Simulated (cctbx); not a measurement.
**Diagnosing a refinement**

Cell a = 10.5950 Å, b = 10.5950 Å, c = 10.7980 Å, α = 90.00°, β = 90.00°, γ = 120.00°; space group R-3 (no. 148). The compound is CsAsI6.

Simulated single-crystal data (cctbx): synchrotron X-rays, λ = 0.4959 Å, to d = 0.77 Å, 70 % of the full sphere, strongest reflection 70000 counts, noise from counting, a 1.5 % proportional error and a noise floor of 4 counts (s.d.); no absorption.

An anisotropic refinement with weights 1/σ² prints:

```text
Rint 0.013, 534 unique reflections to 0.77 A
cycle     R1     wR2    GooF  max shift (A)
   1  0.1465  0.3298  25.393   0.00232
   2  0.0625  0.1743  13.418   0.00001
final R1 0.0625 wR2 0.1743 GooF 13.417  parameters 13  data/parameter 41.1
atom        x        y        z      Ueq    occ   su(xyz)  su(Uiso or U11)
Rb1    0.00000  0.00000  0.50000  -0.0108  1.000  0.00000  0.0007  NPD
I1     0.45909  0.18896  0.46038   0.0048  1.000  0.00011  0.0006
As1    0.00000  0.00000  0.00000   0.0062  1.000  0.00000  0.0011
difference map: max 16.96 min -1.81 rms 0.77
Q1    0.0000  0.0000  0.5000    3   17.06  0.00 A from Rb1
Q2    0.0768  0.2194  0.1203   18    2.41  0.15 A from I1
Q3    0.0000  0.0000  0.0000    3    1.92  0.00 A from As1
Q4    0.0181  0.1220  0.4241   18    1.29  1.46 A from Rb1
Q5    0.0601  0.1581  0.5095   18    1.24  1.47 A from Rb1
Q6    0.0102  0.8827  0.4369   18    1.22  1.47 A from Rb1
```

Q: Accept it or mend it, and why?

Mend it. The fault: wrong element: Rb1 is Cs. Against the right model at the same level, R1 goes from 0.0048 to 0.0625 and GooF from 0.91 to 13.42, U of Rb1 shrinks from 0.0053 to -0.0108 Å², the top difference peak, 17.1 e/Å³, lies on Rb1 and Rb1 goes non-positive-definite. Rb1 has 18 electrons too few and its U shrinks to make up, as expected.

The compound is CsAsI6. The right model at the same level gives:

```text
Rint 0.013, 534 unique reflections to 0.77 A
cycle     R1     wR2    GooF  max shift (A)
   1  0.0075  0.0206   1.590   0.00008
   2  0.0048  0.0118   0.909   0.00000
final R1 0.0048 wR2 0.0118 GooF 0.909  parameters 13  data/parameter 41.1
atom        x        y        z      Ueq    occ   su(xyz)  su(Uiso or U11)
Cs1    0.00000  0.00000  0.50000   0.0053  1.000  0.00000  0.0000
I1     0.45890  0.18900  0.46030   0.0046  1.000  0.00001  0.0000
As1    0.00000  0.00000  0.00000   0.0057  1.000  0.00000  0.0001
difference map: max 0.26 min -0.22 rms 0.06
Q1    0.0000  0.0000  0.0000    3    0.26  0.00 A from As1
Q2    0.0000  0.0000  0.0889    6    0.24  0.96 A from As1
Q3    0.0626  0.2183  0.6438   18    0.23  2.58 A from Cs1
Q4    0.0940  0.1958  0.8226   18    0.22  1.64 A from I1
Q5    0.0006  0.1531  0.2417   18    0.20  1.39 A from I1
Q6    0.0199  0.4457  0.9234   18    0.18  1.72 A from I1
```

Isotropic U is held between 0.0001 and 1 Å² by the program, and listed peak heights are interpolated, so they can pass the grid's maximum.

The model is made up (kin elements in a known structure type, no relaxation), so it says nothing on whether the phase exists.

[Middle refinement cycles are left out of these outputs.]

[Logs are printed without paths, hosts, clocks, repeated set-up lines and the standing remarks that a program may print on its own settings, such as how far it seeks lower states.]
